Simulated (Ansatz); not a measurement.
# Resistivity from frozen vibrations: Cu(111) with 4 thermally displaced layers, 2x2, part 2 of 2

Aim: the resistivity of Cu at 500 K from frozen thermal displacements between perfect leads. The measured value for the pure metal at this temperature is 3.09 µΩ cm (CRC Handbook of Chemistry and Physics, 84th ed., 2003, Electrical Resistivity of Pure Metals).

Ansatz 0.2.0; Ansatz plane-wave DFT, PBE, PAW files; ballistic transport by layer matching (Landauer), zero bias; PAW set soft_1.

So far, open channels per spin nearest the Fermi level: step 2 (with 4 displaced layers) 3.21.

## (4) With 12 displaced layers

Each atom of 12 layers is moved at random, by amounts drawn from a normal law 0.0993 Å wide in each direction from the Debye model (343 K) at 500 K. A fresh draw is used; the growth of the resistance with length is what counts.

System of this step: Cu(111) with 12 thermally displaced layers, 2x2. The cell holds 72 atoms: 72 Cu. Its edges and angles: a = 5.112 Å, b = 5.112 Å, c = 37.568 Å, α = 90.0°, β = 90.0°, γ = 120.0°. It derives from Cu. Regions: lead, 24 atoms (24 Cu); scattering region, 48 atoms (48 Cu). The structure is stacked along c, and the current runs across the ab planes.

File input.yaml:

```yaml
crystal:
  lattice:
    - [5.1123254594, 0.0, 0.0]
    - [-2.5561627297, 4.4274037203, 0.0]
    - [0.0, 0.0, 37.567766324]
  atoms:
    - { symbol: Cu, position: [0.0, 0.0, 0.0277777778] }
    - { symbol: Cu, position: [0.0, 0.5, 0.0277777778] }
    - { symbol: Cu, position: [0.5, 0.0, 0.0277777778] }
    - { symbol: Cu, position: [0.5, 0.5, 0.0277777778] }
    - { symbol: Cu, position: [0.1666666667, 0.3333333333, 0.0833333333] }
    - { symbol: Cu, position: [0.1666666667, 0.8333333333, 0.0833333333] }
    - { symbol: Cu, position: [0.6666666667, 0.3333333333, 0.0833333333] }
    - { symbol: Cu, position: [0.6666666667, 0.8333333333, 0.0833333333] }
    - { symbol: Cu, position: [0.3333333333, 0.1666666667, 0.1388888889] }
    - { symbol: Cu, position: [0.3333333333, 0.6666666667, 0.1388888889] }
    - { symbol: Cu, position: [0.8333333333, 0.1666666667, 0.1388888889] }
    - { symbol: Cu, position: [0.8333333333, 0.6666666667, 0.1388888889] }
    - { symbol: Cu, position: [0.9883292356, 0.9979239362, 0.1951094724] }
    - { symbol: Cu, position: [0.9718464859, 0.4568571964, 0.1942533955] }
    - { symbol: Cu, position: [0.5165376533, 0.0243217416, 0.1959717791] }
    - { symbol: Cu, position: [0.4793842937, 0.4837677246, 0.1997585941] }
    - { symbol: Cu, position: [0.2018995061, 0.3744073845, 0.2556282706] }
    - { symbol: Cu, position: [0.1550976766, 0.8419738417, 0.2512109674] }
    - { symbol: Cu, position: [0.6836124172, 0.3454866782, 0.2505340445] }
    - { symbol: Cu, position: [0.6532002682, 0.7996364798, 0.2495628331] }
    - { symbol: Cu, position: [0.3202265688, 0.1694944508, 0.3043197981] }
    - { symbol: Cu, position: [0.3545313472, 0.6850362343, 0.306371451] }
    - { symbol: Cu, position: [0.8405163812, 0.1687511997, 0.3043719945] }
    - { symbol: Cu, position: [0.8245803301, 0.6555507176, 0.3065810326] }
    - { symbol: Cu, position: [0.0067924824, 0.0130367289, 0.3575994008] }
    - { symbol: Cu, position: [0.0086903345, 0.4828948656, 0.359170352] }
    - { symbol: Cu, position: [0.4898475932, 0.9873648661, 0.3618805753] }
    - { symbol: Cu, position: [0.4768555859, 0.4760146224, 0.3588755952] }
    - { symbol: Cu, position: [0.1926449806, 0.3343259233, 0.4135808026] }
    - { symbol: Cu, position: [0.149381623, 0.7984378255, 0.4213966161] }
    - { symbol: Cu, position: [0.6424260023, 0.3440704118, 0.4181035073] }
    - { symbol: Cu, position: [0.6418710453, 0.8400676922, 0.419302262] }
    - { symbol: Cu, position: [0.3453417534, 0.1725205286, 0.474730751] }
    - { symbol: Cu, position: [0.3402310419, 0.674211741, 0.4718873148] }
    - { symbol: Cu, position: [0.8350482899, 0.1455540643, 0.4743149078] }
    - { symbol: Cu, position: [0.8112889596, 0.6422063749, 0.4731876007] }
    - { symbol: Cu, position: [0.0436653292, 0.0215677412, 0.5264148793] }
    - { symbol: Cu, position: [0.0084647587, 0.4898133652, 0.5274499857] }
    - { symbol: Cu, position: [0.4757545206, 0.9480313038, 0.528284229] }
    - { symbol: Cu, position: [0.4721820516, 0.4843593079, 0.523880861] }
    - { symbol: Cu, position: [0.1266339027, 0.3121785622, 0.5855154446] }
    - { symbol: Cu, position: [0.1987427439, 0.8327680537, 0.586219013] }
    - { symbol: Cu, position: [0.6400994078, 0.2904531531, 0.5837295734] }
    - { symbol: Cu, position: [0.6705159451, 0.8237206679, 0.5841321331] }
    - { symbol: Cu, position: [0.3347719137, 0.14730286, 0.6349855132] }
    - { symbol: Cu, position: [0.3266692729, 0.6619331716, 0.6379567754] }
    - { symbol: Cu, position: [0.8718582055, 0.2053667765, 0.6377876617] }
    - { symbol: Cu, position: [0.8574586935, 0.6877691087, 0.6407738111] }
    - { symbol: Cu, position: [0.0159799961, 0.991270351, 0.6963998043] }
    - { symbol: Cu, position: [0.0483325162, 0.5180239612, 0.6928060222] }
    - { symbol: Cu, position: [0.5259591286, 0.0283116443, 0.695419701] }
    - { symbol: Cu, position: [0.5063608219, 0.5346069634, 0.6911412229] }
    - { symbol: Cu, position: [0.176263062, 0.3329705606, 0.7468450581] }
    - { symbol: Cu, position: [0.1942525201, 0.8411354749, 0.7469160709] }
    - { symbol: Cu, position: [0.6735139534, 0.323653748, 0.7449707971] }
    - { symbol: Cu, position: [0.6562417543, 0.8392440521, 0.7516802071] }
    - { symbol: Cu, position: [0.3370554828, 0.167679591, 0.806797772] }
    - { symbol: Cu, position: [0.3424335393, 0.6930624527, 0.8059484258] }
    - { symbol: Cu, position: [0.845106331, 0.1787952691, 0.8027613845] }
    - { symbol: Cu, position: [0.8366992301, 0.7009484028, 0.8064417998] }
    - { symbol: Cu, position: [0.0, 0.0, 0.8611111111] }
    - { symbol: Cu, position: [0.0, 0.5, 0.8611111111] }
    - { symbol: Cu, position: [0.5, 0.0, 0.8611111111] }
    - { symbol: Cu, position: [0.5, 0.5, 0.8611111111] }
    - { symbol: Cu, position: [0.1666666667, 0.3333333333, 0.9166666667] }
    - { symbol: Cu, position: [0.1666666667, 0.8333333333, 0.9166666667] }
    - { symbol: Cu, position: [0.6666666667, 0.3333333333, 0.9166666667] }
    - { symbol: Cu, position: [0.6666666667, 0.8333333333, 0.9166666667] }
    - { symbol: Cu, position: [0.3333333333, 0.1666666667, 0.9722222222] }
    - { symbol: Cu, position: [0.3333333333, 0.6666666667, 0.9722222222] }
    - { symbol: Cu, position: [0.8333333333, 0.1666666667, 0.9722222222] }
    - { symbol: Cu, position: [0.8333333333, 0.6666666667, 0.9722222222] }
kpoints:
  mp_grid: { grid: [5, 5, 1] }
hamiltonian:
  xc: pbe
  pseudopotentials: { kind: paw, azcp: { folder: soft_1 } }
scf:
  occupations: { method: fermi_dirac, width: 0.1 }
output:
  transmission:
    leads: [[0, 4]]
    kmesh: [10, 10]
    e_range: [-0.05, 0.05]
    de: 0.05
  write_potential: true
  write_density: true
  volumetric_format: npy
```

Command:

```
ansatz run input.yaml --threads 4 --pin off --max-ram 15360MiB --backend cpu --events-out ev --progress --plain --runs-dir out
```

Numbers of over 12 decimals in the logs are rounded to 6 here.

What it wrote:

```text
[...]
Crystal: 72 atoms, lattice volume = 850.321 Å³
Basis set: ecut = 420 eV, 16727 PW (Γ)
Bands: 821, of which v1, the nominal top of the filled ones, is band 684 counted from 1 (683 counted from 0)
Symmetry: 1 space group operations
[...]
k-points: 13 of 25 (time reversal used)
[...]
SCF iter   1: F=—  HF=-477074.115047 eV  |F-HF|=—  |Δ(HF+E_count)|=         —  Δρ=2.66e-1  dr2=3.60e2  ethr=3.10e-3  ⟨swp⟩=4.7  Hψ=31588  notcnv=0  defer=50
[...]
SCF iter  13: F=-477008.919854 eV  HF=-477008.919854 eV  |F-HF|=9.78e-8  |Δ(HF+E_count)|=   2.85e-9  Δρ=1.62e-6  dr2=9.71e-8  ethr=7.31e-12  ⟨swp⟩=7.2  Hψ=37521  notcnv=0
SCF 1 converged in 13 iterations: F = -477008.919854 eV  dr2 = 9.71e-8
[...]
transmission: 314 of 3120 steps passed
transmission: 626 of 3120 steps passed
[...]
transmission: 3120 of 3120 steps passed
SCF converged after 13 iterations
Free energy (F): -477008.919854 eV
[...]
Internal energy: -477008.091001 eV  (E = F + TS)
E sigma→0 (E₀):  -477008.505427 eV
Entropy (-TS):   -0.828853 eV (-11.512 meV/atom)
Fermi energy:    16.324097 eV
[...]
--- Band table (eV; the first three rows and the last of 13) ---
  k-point 0: bands = [... 680 lower, 16.3779, 16.7549, 16.7976, 16.8052, 16.8345, 16.8442, 16.8772, 17.1089, ... 133 higher]
  k-point 1: bands = [... 680 lower, 16.0381, 16.1567, 16.1656, 16.3110, 16.3267, 16.4428, 16.4686, 16.4979, ... 133 higher]
  k-point 2: bands = [... 680 lower, 16.1243, 16.1512, 16.2258, 16.2345, 16.3118, 16.3479, 16.3895, 16.4587, ... 133 higher]
  k-point 12: bands = [... 680 lower, 15.8565, 15.9724, 15.9793, 16.3319, 16.3468, 16.8122, 16.8355, 16.9462, ... 133 higher]
--- Transmission ---
  basis      : 199 plane waves across, 60 finite elements along
  points     : 52, standing for a mesh of 10 x 10
[...]
channels       : 3.170000e0 a spin
[...]
junction   : crystal 0 to crystal 0, 0.70 to 36.18 Å
    transmission   : 2.846239e0 a spin
[...]
```

It took 35 min on 4 threads of Arm Neoverse V1, shared host; peak memory 7.4 GiB; 2.2 h of CPU time.

Numbers from this step:

```
free energy                                    : -477008.9199 eV
energy at zero smearing                        : -477008.5054 eV
Fermi energy                                   : 16.32 eV
transmission per spin nearest the Fermi level  : 2.846
open channels per spin nearest the Fermi level : 3.17
step of the lead's potential                   : 4.6 meV
```

Per spin. Transmission, zone mean against energy, zero at the Fermi level:

```tsv
energy (eV)	transmission, zone mean
-0.0500	2.84
0.0000	2.85
0.0500	2.90
```

Over the solved energies the transmission per spin lies between 2.84 and 2.90, out of 3.20 channels of the lead on average (up to 3.21).

## (5) The fit

This step: Ansatz plane-wave DFT, PBE, PAW files; ballistic transport by layer matching (Landauer), zero bias; resistivity from the slope of the area resistance; PAW set soft_1 (Ansatz 0.2.0).

Numbers from this step:

- resistivity: 4.341 µΩ cm
- intercept: -0.001475 fΩ m²
- scatter about the fit: 0.001094 fΩ m²

Resistance, by row:

```tsv
run	length (Å)	T	channels N	RA (fΩ m²)
n4	8.348	3.094	3.21	0.03399
n8	16.7	2.973	3.21	0.07255
n12	25.05	2.863	3.197	0.1065
```

Area resistance against length of the displaced region:

```tsv
length of the displaced region (Å)	area resistance (fΩ m²)
8.35	0.0340
16.70	0.0726
25.05	0.106
```

The area resistance goes from 0.034 to 0.11 fΩ m² between 8.3 and 25.0 Å, a slope of 4.3 µΩ cm.

By hand from the end points: (0.1065 − 0.03399) fΩ m² / (25.05 − 8.35) Å = 4.3 µΩ cm, since 1 fΩ m² per Å is 1000 µΩ cm.

## (6) Results

```json
{
 "resistivity from the slope": "4.34 µΩ cm",
 "area resistance over 8.35 Å": "0.0340 fΩ m²",
 "area resistance over 16.7 Å": "0.0726 fΩ m²",
 "area resistance over 25.0 Å": "0.106 fΩ m²"
}
```

What this shows: The slope gives 4.3 µΩ cm. The points scatter by 0.0011 fΩ m² about the line, with one random draw a length in a 2x2 cell, so the slope is a rough value. The mean square of the displacements drawn is 0.75, 0.94 and 0.81 of the nominal one at the three lengths; with each resistance scaled back by that, the slope is 5.2 µΩ cm, the value used below. Read with a model of isotropic scattering on a spherical Fermi surface and the lead's 1.1×10¹⁵ S/m², this slope means a mean free path near 154 Å; over these lengths the model's slope is 1.17 times its bulk resistivity, which would be 4.4 µΩ cm. Uncorrelated displacements put too much weight on short waves, which scatter strongly; with the sideways repeat of a small cell, one draw and three short lengths, the method is good to a factor of two or three. The measured value is 3.09 µΩ cm (CRC Handbook of Chemistry and Physics, 84th ed., 2003, Electrical Resistivity of Pure Metals); the scaled slope is 1.7 times that and the corrected value 1.4: clearly high.

[Logs are printed without paths, hosts, clocks, repeated set-up lines and the standing remarks that a program may print on its own settings, such as how far it seeks lower states.]

[Hosts, paths, dates, database ids (printed as entryN), source tags and the programs' standing remarks are cut or masked in the printed files.]
